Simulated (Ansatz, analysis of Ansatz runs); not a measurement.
# A hop of Li in CsLi2Br3 (Immm), charge −1, part 3 of 4

How high is the barrier when Li changes place in CsLi2Br3 (Immm)? The case: V_Li hop (3.9 Å), charge −1, in a cell of 72 host atoms with 1 Li taken out.

Ansatz 0.2.0; plane-wave PAW DFT, PBEsol; nudged elastic band between two relaxed defect structures at fixed charge in a uniform background.

So far: Starting point; Relaxation of the start point, charge −1; Relaxation of the end point, charge −1.

### Step 4. Nudged elastic band, charge −1

3 movable images are laid between the ends on a pair-potential path, which keeps atoms from colliding in the first guess. Each image feels the true force across the path and a spring force along it. The highest image is set to climb to the top of the path.

This step: plane-wave PAW DFT, PBEsol; nudged elastic band between two relaxed defect structures at fixed charge in a uniform background.

File qm1_c72k1s.neb/input.yaml:

```yaml
crystal:
  lattice:
    - [13.85313979, 0.0, 0.0]
    - [4.61771326, 11.05374873, 0.0]
    - [0.0, 0.0, 13.17917308]
  atoms:
    - { symbol: Cs, position: [0.00098727, 0.50068369, 0.00029063] }
    - { symbol: Cs, position: [0.0818457, 0.75311176, 0.50035202] }
    - { symbol: Cs, position: [0.1668498, -0.00039706, -0.000113] }
    - { symbol: Cs, position: [0.25147225, 0.24719645, 0.5005024] }
    - { symbol: Li, position: [-0.00188034, 0.50112226, 0.30820385] }
    - { symbol: Li, position: [0.08309691, 0.75441881, 0.80769455] }
    - { symbol: Li, position: [0.16676835, -3.224e-05, 0.30843831] }
    - { symbol: Li, position: [0.25048377, 0.2453349, 0.80745629] }
    - { symbol: Li, position: [0.00135177, 0.50364592, 0.69389348] }
    - { symbol: Li, position: [0.08311171, 0.75060541, 0.19350596] }
    - { symbol: Li, position: [0.16661916, 0.00037738, 0.6921248] }
    - { symbol: Li, position: [0.25055214, 0.24860405, 0.19342698] }
    - { symbol: Br, position: [0.00460283, -0.00263402, 0.78467844] }
    - { symbol: Br, position: [0.08174004, 0.25072579, 0.28375539] }
    - { symbol: Br, position: [0.16696152, 0.49937297, 0.78498764] }
    - { symbol: Br, position: [0.25189828, 0.74891221, 0.28356774] }
    - { symbol: Br, position: [0.00140031, -0.00273278, 0.21786622] }
    - { symbol: Br, position: [0.08432365, 0.24913241, 0.71449833] }
    - { symbol: Br, position: [0.16687959, 0.49969241, 0.2196163] }
    - { symbol: Br, position: [0.2494491, 0.75031522, 0.71472068] }
    - { symbol: Br, position: [0.00330779, 0.50022635, 0.49983348] }
    - { symbol: Br, position: [0.08360043, 0.74996638, 0.00150158] }
    - { symbol: Br, position: [0.16702919, -0.00016288, 0.49919334] }
    - { symbol: Br, position: [0.25052894, 0.24919276, 0.00141207] }
    - { symbol: Cs, position: [0.33273494, 0.49851477, 0.00029422] }
    - { symbol: Cs, position: [0.42374391, 0.74298009, 0.50585851] }
    - { symbol: Cs, position: [0.50098859, -0.00397396, -0.0041531] }
    - { symbol: Cs, position: [0.58526582, 0.25713759, 0.50788836] }
    - { symbol: Li, position: [0.3354303, 0.49888261, 0.30820437] }
    - { symbol: Li, position: [0.42094884, 0.73292053, 0.80760382] }
    - { symbol: Li, position: [0.50179684, -0.00191529, 0.30835237] }
    - { symbol: Li, position: [0.58138755, 0.25545399, 0.80732477] }
    - { symbol: Li, position: [0.33144346, 0.49828177, 0.69390912] }
    - { symbol: Li, position: [0.41842242, 0.74607473, 0.19167036] }
    - { symbol: Li, position: [0.501974, -0.00878055, 0.69463141] }
    - { symbol: Li, position: [0.58409466, 0.24882926, 0.19168649] }
    - { symbol: Br, position: [0.32892613, 0.00244429, 0.78475327] }
    - { symbol: Br, position: [0.41765164, 0.25060958, 0.28396713] }
    - { symbol: Br, position: [0.48962004, 0.49658043, 0.78619724] }
    - { symbol: Br, position: [0.58198685, 0.75312578, 0.27959385] }
    - { symbol: Br, position: [0.33223276, 0.00230932, 0.21785015] }
    - { symbol: Br, position: [0.41542589, 0.24578474, 0.71623579] }
    - { symbol: Br, position: [0.50050891, 0.49935844, 0.21275259] }
    - { symbol: Br, position: [0.57883646, 0.75709997, 0.72591516] }
    - { symbol: Br, position: [0.32991713, 0.49984052, 0.4998556] }
    - { symbol: Br, position: [0.41508033, 0.74964753, 0.00067688] }
    - { symbol: Br, position: [0.50165661, -0.00067163, 0.49989846] }
    - { symbol: Br, position: [0.58230626, 0.24823581, 0.00078875] }
    - { symbol: Cs, position: [0.66692914, 0.49956216, -0.01969647] }
    - { symbol: Cs, position: [0.74816744, 0.74329882, 0.50796907] }
    - { symbol: Cs, position: [0.83293473, 0.00255974, -0.00405013] }
    - { symbol: Cs, position: [0.90976177, 0.25690557, 0.50610767] }
    - { symbol: Li, position: [0.66661584, 0.50022139, 0.30285094] }
    - { symbol: Li, position: [0.7526042, 0.74291569, 0.80730968] }
    - { symbol: Li, position: [0.83157061, 0.00228799, 0.30819124] }
    - { symbol: Li, position: [0.91289894, 0.26542342, 0.80769216] }
    - { symbol: Li, position: [0.74962643, 0.74999685, 0.19171884] }
    - { symbol: Li, position: [0.83123715, 0.00894824, 0.69431926] }
    - { symbol: Li, position: [0.91537365, 0.25298822, 0.19188767] }
    - { symbol: Br, position: [0.66675524, -0.00025131, 0.78350567] }
    - { symbol: Br, position: [0.7515172, 0.24659507, 0.27960915] }
    - { symbol: Br, position: [0.84410134, 0.50232058, 0.78595344] }
    - { symbol: Br, position: [0.9158539, 0.74899232, 0.28393819] }
    - { symbol: Br, position: [0.66680539, -0.00022387, 0.21495245] }
    - { symbol: Br, position: [0.75448501, 0.2425493, 0.725788] }
    - { symbol: Br, position: [0.83316343, 0.50004072, 0.21293448] }
    - { symbol: Br, position: [0.91829025, 0.75349787, 0.71637466] }
    - { symbol: Br, position: [0.66696366, 0.5000268, 0.48668945] }
    - { symbol: Br, position: [0.75130249, 0.75063441, 0.00079429] }
    - { symbol: Br, position: [0.83155577, 0.00066606, 0.49966629] }
    - { symbol: Br, position: [0.91841464, 0.24956293, 0.00087913] }
total_charge: -1
basis:
  ecutwfc: 420
  xc_grid: 2
hamiltonian:
  xc: pbesol
kpoints:
  mp_grid: { grid: [1, 1, 1], shift: [0.25, 0.25, 0.25] }
scf:
  occupations: { method: fixed }
  max_iter: 100
output:
  forces: true
neb:
  images: 3
  f_tol: 0.04
  climbing: true
  initial_path: idpp
  max_iterations: 45
  order_check: false
  final_atoms:
    - { symbol: Cs, position: [0.00154163, 0.49737447, -0.00023258] }
    - { symbol: Cs, position: [0.08294598, 0.7495917, 0.49912467] }
[... 17 atom lines left out ...]
    - { symbol: Br, position: [0.24024478, 0.74741687, 0.71375818] }
[... 5 atom lines left out ...]
    - { symbol: Cs, position: [0.41725362, 0.75052119, 0.51859969] }
[... 3 atom lines left out ...]
    - { symbol: Li, position: [0.66272393, 0.51557556, 0.69219538] }
[... 2 atom lines left out ...]
    - { symbol: Li, position: [0.33172392, 0.50587538, 0.69265488] }
[... 1 atom line left out ...]
    - { symbol: Li, position: [0.50256516, -0.00662811, 0.69219269] }
[... 3 atom lines left out ...]
    - { symbol: Br, position: [0.50476909, 0.49189404, 0.77450921] }
[... 4 atom lines left out ...]
    - { symbol: Br, position: [0.59395367, 0.75243232, 0.7141387] }
[... 1 atom line left out ...]
    - { symbol: Br, position: [0.4168714, 0.74987586, 0.01171696] }
[... 2 atom lines left out ...]
    - { symbol: Cs, position: [0.66059997, 0.50712903, -0.00683344] }
[... 4 atom lines left out ...]
    - { symbol: Li, position: [0.75215255, 0.75242637, 0.80548773] }
[... 7 atom lines left out ...]
    - { symbol: Br, position: [0.83461205, 0.49957123, 0.784676] }
[... 5 atom lines left out ...]
    - { symbol: Br, position: [0.66886461, 0.50018589, 0.49906156] }
[... 2 atom lines left out ...]
    - { symbol: Br, position: [0.91712541, 0.25003892, 0.00054093] }
```

On the command line:

```bash
$ ansatz run input.yaml --threads 4 --pin off --max-ram 14131MiB --backend cpu --events-out ev --progress --plain --runs-dir out
```

Numbers of over 12 decimals in the logs are rounded to 6 here.

The program printed:

```text
[...]
Warning: neb: disabling space-group detection — the band's intermediate images generally break the endpoint symmetry, so the full k-mesh is solved, and no spatial operation symmetrises the density, except that a semilocal band can use its path's symmetry [...]
[...]
parallel-image band execution: 3 concurrent image workers
NEB image 0
Crystal: 71 atoms, lattice volume = 2018.115 Å³
Basis set: ecut = 420 eV, 39381 PW (Γ), exchange–correlation on 192×162×180 points (8 copies of the dense FFT grid, shifted against one another)
Bands: 286, of which v1, the nominal top of the filled ones, is band 215 counted from 1 (214 counted from 0)
Symmetry: 1 space group operations
k-points: 1
[...]
SCF iter   1: F=—  HF=-170322.905423 eV  |F-HF|=—  |Δ(HF+E_count)|=         —  Δρ=2.51e-3  dr2=1.65e-1  ethr=1.77e-3  ⟨swp⟩=9.0  Hψ=1276  notcnv=0  defer=69
[...]
SCF iter   7: F=-170322.866607 eV  HF=-170322.866607 eV  |F-HF|=6.20e-9  |Δ(HF+E_count)|=   2.57e-7  Δρ=6.29e-7  dr2=1.66e-8  ethr=2.33e-11  ⟨swp⟩=4.0  Hψ=908  notcnv=0
SCF 1 converged in 7 iterations: F = -170322.866607 eV  dr2 = 1.66e-8
[...]
NSCF: frozen V_eff on 1 k-points
NEB image 4
SCF iter   1: F=—  HF=-170322.905384 eV  |F-HF|=—  |Δ(HF+E_count)|=         —  Δρ=2.51e-3  dr2=1.65e-1  ethr=1.77e-3  ⟨swp⟩=9.0  Hψ=1276  notcnv=0  defer=69
[...]
SCF iter   7: F=-170322.866414 eV  HF=-170322.866414 eV  |F-HF|=5.18e-9  |Δ(HF+E_count)|=   2.70e-7  Δρ=6.49e-7  dr2=1.86e-8  ethr=2.33e-11  ⟨swp⟩=4.0  Hψ=912  notcnv=0
SCF 2 converged in 7 iterations: F = -170322.866414 eV  dr2 = 1.86e-8
[...]
NEB end point (image 0): max|allowed force component| = 1.992e-2 eV/Å (the criterion of neb.relax_end_points is 1.000e-2)
NEB end point (image 4): max|allowed force component| = 1.871e-2 eV/Å (the criterion of neb.relax_end_points is 1.000e-2)
NEB image 1
SCF iter   1: F=—  HF=-170322.450859 eV  |F-HF|=—  |Δ(HF+E_count)|=         —  Δρ=2.51e-3  dr2=1.65e-1  ethr=1.77e-3  ⟨swp⟩=10.0  Hψ=1290  notcnv=0  defer=67
[...]
SCF iter   7: F=-170322.411913 eV  HF=-170322.411913 eV  |F-HF|=5.65e-9  |Δ(HF+E_count)|=   2.71e-7  Δρ=6.57e-7  dr2=1.79e-8  ethr=2.33e-11  ⟨swp⟩=4.0  Hψ=912  notcnv=0
SCF 3 converged in 7 iterations: F = -170322.411913 eV  dr2 = 1.79e-8
NEB image 2
SCF iter   1: F=—  HF=-170322.027430 eV  |F-HF|=—  |Δ(HF+E_count)|=         —  Δρ=2.52e-3  dr2=1.69e-1  ethr=1.77e-3  ⟨swp⟩=9.0  Hψ=1291  notcnv=0  defer=68
[...]
SCF iter   7: F=-170321.987723 eV  HF=-170321.987723 eV  |F-HF|=3.52e-9  |Δ(HF+E_count)|=   2.58e-7  Δρ=6.75e-7  dr2=1.87e-8  ethr=2.33e-11  ⟨swp⟩=4.0  Hψ=912  notcnv=0
SCF 4 converged in 7 iterations: F = -170321.987723 eV  dr2 = 1.87e-8
NEB image 3
SCF iter   1: F=—  HF=-170322.478042 eV  |F-HF|=—  |Δ(HF+E_count)|=         —  Δρ=2.51e-3  dr2=1.65e-1  ethr=1.77e-3  ⟨swp⟩=9.0  Hψ=1277  notcnv=0  defer=69
[...]
SCF iter   7: F=-170322.439141 eV  HF=-170322.439141 eV  |F-HF|=5.30e-9  |Δ(HF+E_count)|=   2.70e-7  Δρ=6.65e-7  dr2=1.84e-8  ethr=2.33e-11  ⟨swp⟩=4.0  Hψ=912  notcnv=0
SCF 5 converged in 7 iterations: F = -170322.439141 eV  dr2 = 1.84e-8
NEB iter   1: max|band force component| = 4.165e-1 eV/Å  barrier→ = 0.8789 eV  barrier← = 0.8787 eV  CI = image 2  Δτ_max = 0.2000 Å  (35 SCF iters)
NEB image 1
[...]
iter 1 solved again at ethr=5.31e-5 eV; its pass at ethr=3.10e-3 eV (dr2=2.28e-1 eV) is discarded
[...]
SCF iter   7: F=-170322.540303 eV  HF=-170322.540303 eV  |F-HF|=3.99e-9  |Δ(HF+E_count)|=   1.38e-7  Δρ=5.92e-7  dr2=1.51e-8  ethr=2.33e-11  ⟨swp⟩=4.0  Hψ=906  notcnv=0
SCF 6 converged in 7 iterations: F = -170322.540303 eV  dr2 = 1.51e-8
NEB image 2
[...]
SCF iter   7: F=-170322.113321 eV  HF=-170322.113320 eV  |F-HF|=4.98e-9  |Δ(HF+E_count)|=   2.13e-7  Δρ=7.10e-7  dr2=2.16e-8  ethr=2.33e-11  ⟨swp⟩=4.0  Hψ=912  notcnv=0
SCF 7 converged in 7 iterations: F = -170322.113321 eV  dr2 = 2.16e-8
NEB image 3
[...]
SCF iter   7: F=-170322.549209 eV  HF=-170322.549209 eV  |F-HF|=2.59e-9  |Δ(HF+E_count)|=   1.26e-7  Δρ=5.64e-7  dr2=1.43e-8  ethr=2.33e-11  ⟨swp⟩=4.0  Hψ=908  notcnv=0
SCF 8 converged in 7 iterations: F = -170322.549209 eV  dr2 = 1.43e-8
NEB iter   2: max|band force component| = 2.560e-1 eV/Å  barrier→ = 0.7533 eV  barrier← = 0.7531 eV  CI = image 2  Δτ_max = 0.1295 Å  (21 SCF iters)
NEB image 1
[...]
SCF iter   6: F=-170322.587653 eV  HF=-170322.587653 eV  |F-HF|=5.25e-8  |Δ(HF+E_count)|=   8.22e-7  Δρ=1.41e-6  dr2=5.50e-8  ethr=2.33e-11  ⟨swp⟩=5.0  Hψ=913  notcnv=0
SCF 9 converged in 6 iterations: F = -170322.587653 eV  dr2 = 5.50e-8
NEB image 2
[...]
SCF iter   6: F=-170322.162401 eV  HF=-170322.162401 eV  |F-HF|=4.73e-8  |Δ(HF+E_count)|=   1.26e-6  Δρ=1.33e-6  dr2=6.16e-8  ethr=2.33e-11  ⟨swp⟩=5.0  Hψ=1054  notcnv=0
SCF 10 converged in 6 iterations: F = -170322.162401 eV  dr2 = 6.16e-8
NEB image 3
[...]
SCF iter   6: F=-170322.595898 eV  HF=-170322.595898 eV  |F-HF|=4.15e-8  |Δ(HF+E_count)|=   6.79e-7  Δρ=1.18e-6  dr2=4.43e-8  ethr=2.33e-11  ⟨swp⟩=5.0  Hψ=934  notcnv=0
SCF 11 converged in 6 iterations: F = -170322.595898 eV  dr2 = 4.43e-8
NEB iter   3: max|band force component| = 1.410e-1 eV/Å  barrier→ = 0.7042 eV  barrier← = 0.7040 eV  CI = image 2  Δτ_max = 0.0396 Å  (18 SCF iters)
[... from here on, the SCF cycles and remarks between the steps are left out ...]
NEB iter   4: max|band force component| = 6.101e-2 eV/Å  barrier→ = 0.6887 eV  barrier← = 0.6885 eV  CI = image 2  Δτ_max = 0.0187 Å  (15 SCF iters)
NEB iter   5: max|band force component| = 3.084e-2 eV/Å  barrier→ = 0.6847 eV  barrier← = 0.6845 eV  CI = image 2  Δτ_max = 0.0407 Å  (15 SCF iters)
NEB iter   6: max|band force component| = 6.008e-2 eV/Å  barrier→ = 0.6814 eV  barrier← = 0.6812 eV  CI = image 2  Δτ_max = 0.0353 Å  (6 SCF iters)
NEB iter   7: max|band force component| = 3.540e-2 eV/Å  barrier→ = 0.6796 eV  barrier← = 0.6794 eV  CI = image 2  Δτ_max = 0.0618 Å  (17 SCF iters)
NEB iter   8: max|band force component| = 6.780e-2 eV/Å  barrier→ = 0.6755 eV  barrier← = 0.6753 eV  CI = image 2  Δτ_max = 0.1061 Å  (6 SCF iters)
NEB iter   9: max|band force component| = 5.083e-2 eV/Å  barrier→ = 0.6676 eV  barrier← = 0.6674 eV  CI = image 2  Δτ_max = 0.1400 Å  (18 SCF iters)
NEB iter  10: max|band force component| = 5.751e-2 eV/Å  barrier→ = 0.6539 eV  barrier← = 0.6537 eV  CI = image 2  Δτ_max = 0.0705 Å  (18 SCF iters)
[...]
SCF 48 converged in 5 iterations: F = -170322.578177 eV  dr2 = 8.20e-8
NEB image 2
[...]
SCF iter   5: F=-170322.245644 eV  HF=-170322.245644 eV  |F-HF|=1.37e-8  |Δ(HF+E_count)|=   1.82e-7  Δρ=8.58e-7  dr2=1.56e-8  ethr=2.33e-11  ⟨swp⟩=4.0  Hψ=912  notcnv=0
SCF 49 converged in 5 iterations: F = -170322.245644 eV  dr2 = 1.56e-8
NEB image 3
[...]
SCF iter   5: F=-170322.575933 eV  HF=-170322.575933 eV  |F-HF|=4.55e-8  |Δ(HF+E_count)|=   2.43e-7  Δρ=1.35e-6  dr2=3.84e-8  ethr=2.33e-11  ⟨swp⟩=5.0  Hψ=913  notcnv=0
SCF 50 converged in 5 iterations: F = -170322.575933 eV  dr2 = 3.84e-8
NEB image 1
[...]
NEB image 3
[...]
NEB image 2
[...]
the band table was solved once a step of the walk had ended and its energy, with any forces and stress, was formed, with the checks that follow a solve (1556 applications of the Hamiltonian). They found nothing against the state; [...]
NEB iter  20: max|band force component| = 1.727e-2 eV/Å  barrier→ = 0.6210 eV  barrier← = 0.6208 eV  CI = image 2  Δτ_max = 0.0000 Å  (15 SCF iters)
SCF converged after 5 iterations
Free energy (F): -170322.245644 eV
[...]
Internal energy: -170322.245644 eV  (E = F + TS)
E sigma→0 (E₀):  -170322.245644 eV
Fermi energy:    2.274670 eV
[...]
--- Forces (eV/Å), atoms counted from 1 ---
  atom   1  Cs     0.00005120     0.00002866    -0.00037125
  atom   2  Cs    -0.00032731     0.00023124     0.00070850
  [... 17 atoms left out ...]
  atom  20  Br     0.00114491     0.00162599    -0.00097357
  [... 5 atoms left out ...]
  atom  26  Cs     0.00055260    -0.00204660     0.00054867
  [... 3 atoms left out ...]
  atom  30  Li     0.00428917    -0.00060070     0.00342459
  [... 2 atoms left out ...]
  atom  33  Li    -0.00045148     0.00297819    -0.00013295
  [... 5 atoms left out ...]
  atom  39  Br     0.00140685     0.00154592    -0.00079450
  [... 4 atoms left out ...]
  atom  44  Br    -0.00081063     0.00085034    -0.00263910
  [... 1 atom left out ...]
  atom  46  Br     0.00022042    -0.00074341    -0.00066060
  [... 2 atoms left out ...]
  atom  49  Cs    -0.00026999    -0.00056627     0.00105460
  [... 4 atoms left out ...]
  atom  54  Li    -0.00013242    -0.00136958    -0.00027720
  [... 7 atoms left out ...]
  atom  62  Br    -0.00122323    -0.00063394     0.00072482
  [... 9 atoms left out ...]
  max |Σ_I F_I| component: 3.12e-5 eV/Å
--- Band table (eV) ---
[...]
this run last wrote the band of iteration 20 to <dir>; this run last wrote the band within `neb.f_tol` of iteration 18 to <dir>
--- NEB band (5 images, 20 band iterations, 288 SCF iterations) ---
  forward barrier  = 0.620963 eV
  backward barrier = 0.620770 eV
  climbing image's point = of an order that was not read
  energies are F+E_penalty+E_count in eV, relative to image 0
  image     s (Å)  Δ vs image 0  max|band force component| (eV/Å)
      0    0.0000      0.000000                                 —
      1    1.2726      0.288429                          1.727e-2
  *   2    2.5452      0.620963                          9.031e-3
      3    3.8818      0.290674                          1.162e-2
      4    5.2184      0.000192                                 —
  climbing-image geometry (image 2):
  cell:  # Å, volume = 2018.1153 Å³
    - [13.85313979, 0.0, 0.0]
    - [4.61771326, 11.05374873, 0.0]
    - [0.0, 0.0, 13.17917308]
  atoms:
    - { symbol: Cs, position: [0.002118, 0.498565, 0.001683] }
    - { symbol: Cs, position: [0.086523, 0.748583, 0.502695] }
    - { symbol: Cs, position: [0.173438, -0.006666, -0.000745] }
    - { symbol: Cs, position: [0.248395, 0.250455, 0.499931] }
    - { symbol: Li, position: [-0.002835, 0.502536, 0.309585] }
    - { symbol: Li, position: [0.095671, 0.744448, 0.804519] }
    - { symbol: Li, position: [0.156243, 0.010043, 0.306615] }
    - { symbol: Li, position: [0.251642, 0.238461, 0.808051] }
    - { symbol: Li, position: [0.001847, 0.499842, 0.696739] }
    - { symbol: Li, position: [0.079537, 0.750910, 0.190517] }
    - { symbol: Li, position: [0.184023, -0.024592, 0.688739] }
    - { symbol: Li, position: [0.249699, 0.248646, 0.194250] }
    - { symbol: Br, position: [0.023577, -0.021888, 0.779235] }
    - { symbol: Br, position: [0.078252, 0.252838, 0.284892] }
    - { symbol: Br, position: [0.169101, 0.505426, 0.783690] }
    - { symbol: Br, position: [0.244870, 0.751153, 0.276432] }
    - { symbol: Br, position: [-0.004588, 0.001988, 0.213413] }
    - { symbol: Br, position: [0.080461, 0.257730, 0.717872] }
    - { symbol: Br, position: [0.166633, 0.496746, 0.220564] }
    - { symbol: Br, position: [0.280748, 0.733949, 0.698602] }
    - { symbol: Br, position: [0.000218, 0.502872, 0.501626] }
    - { symbol: Br, position: [0.084181, 0.747161, -5.430510758799899e-5] }
    - { symbol: Br, position: [0.152992, 0.009809, 0.498509] }
    - { symbol: Br, position: [0.251872, 0.248942, 0.002460] }
    - { symbol: Cs, position: [0.335187, 0.500867, 0.004044] }
    - { symbol: Cs, position: [0.402730, 0.778866, 0.472111] }
    - { symbol: Cs, position: [0.500506, -0.010432, -0.004080] }
    - { symbol: Cs, position: [0.587193, 0.252835, 0.513554] }
    - { symbol: Li, position: [0.335157, 0.496918, 0.307856] }
    - { symbol: Li, position: [0.501484, 0.627031, 0.690779] }
    - { symbol: Li, position: [0.502623, 0.006309, 0.305770] }
    - { symbol: Li, position: [0.591766, 0.234652, 0.811655] }
    - { symbol: Li, position: [0.336106, 0.490272, 0.691886] }
    - { symbol: Li, position: [0.418252, 0.743809, 0.187843] }
    - { symbol: Li, position: [0.495536, -0.000159, 0.692945] }
    - { symbol: Li, position: [0.587075, 0.247347, 0.195740] }
    - { symbol: Br, position: [0.327055, 0.008440, 0.783216] }
    - { symbol: Br, position: [0.418751, 0.250014, 0.282952] }
    - { symbol: Br, position: [0.502221, 0.465462, 0.792960] }
    - { symbol: Br, position: [0.583703, 0.755994, 0.277028] }
    - { symbol: Br, position: [0.330134, 0.002997, 0.226713] }
    - { symbol: Br, position: [0.413258, 0.243635, 0.713281] }
    - { symbol: Br, position: [0.500331, 0.500866, 0.219436] }
    - { symbol: Br, position: [0.583827, 0.766904, 0.717891] }
    - { symbol: Br, position: [0.336585, 0.497762, 0.497428] }
    - { symbol: Br, position: [0.417018, 0.747369, 0.005056] }
    - { symbol: Br, position: [0.502678, 0.005477, 0.497155] }
    - { symbol: Br, position: [0.585417, 0.243837, 0.005654] }
    - { symbol: Cs, position: [0.664122, 0.503848, -0.010120] }
    - { symbol: Cs, position: [0.748012, 0.748504, 0.504687] }
    - { symbol: Cs, position: [0.837153, 0.001927, -0.010152] }
    - { symbol: Cs, position: [0.901926, 0.268349, 0.512646] }
    - { symbol: Li, position: [0.658362, 0.509237, 0.316185] }
    - { symbol: Li, position: [0.755392, 0.742407, 0.807365] }
    - { symbol: Li, position: [0.832609, 0.004901, 0.310348] }
    - { symbol: Li, position: [0.913831, 0.275579, 0.812446] }
    - { symbol: Li, position: [0.752648, 0.751118, 0.191715] }
    - { symbol: Li, position: [0.842916, -0.002659, 0.694898] }
    - { symbol: Li, position: [0.911862, 0.254090, 0.194937] }
    - { symbol: Br, position: [0.667048, 0.000393, 0.781855] }
    - { symbol: Br, position: [0.748680, 0.253578, 0.292447] }
    - { symbol: Br, position: [0.838245, 0.506129, 0.787174] }
    - { symbol: Br, position: [0.917804, 0.748501, 0.285510] }
    - { symbol: Br, position: [0.671157, 0.000697, 0.215976] }
    - { symbol: Br, position: [0.768239, 0.228651, 0.732946] }
    - { symbol: Br, position: [0.829209, 0.501927, 0.220951] }
    - { symbol: Br, position: [0.918907, 0.752419, 0.717534] }
    - { symbol: Br, position: [0.636644, 0.520645, 0.506977] }
    - { symbol: Br, position: [0.755239, 0.751134, 0.000976] }
    - { symbol: Br, position: [0.836074, -0.000251, 0.501342] }
    - { symbol: Br, position: [0.920056, 0.249890, 0.002878] }
```

Elapsed: 22 min, on 4 threads of Arm Neoverse V1, shared host; peak memory 7.8 GiB; 70 min of CPU time.

The path, image by image:

```tsv
image	path (Å)	energy (eV)	Li30: x, y, z (Å)
0	0.000	0.0000	9.216, 8.102, 10.644
1	1.273	0.2884	9.449, 7.554, 10.029
2	2.545	0.6210	9.843, 6.931, 9.104
3	3.882	0.2907	10.815, 6.255, 9.001
4	5.218	0.0002	11.562, 5.699, 9.123
```

This step gave:

```
free energy      : -170322.2456 eV
barrier forward  : 0.6210 eV
barrier backward : 0.6208 eV
end less start   : 1.92e-4 eV
hop length       : 3.686 Å
```

(Part 3 of 4 ends here.)

[Logs are printed without paths, hosts, clocks, repeated set-up lines and the standing remarks that a program may print on its own settings, such as how far it seeks lower states.]

[Hosts, paths, dates, database ids (printed as entryN), source tags and the programs' standing remarks are cut or masked in the printed files.]
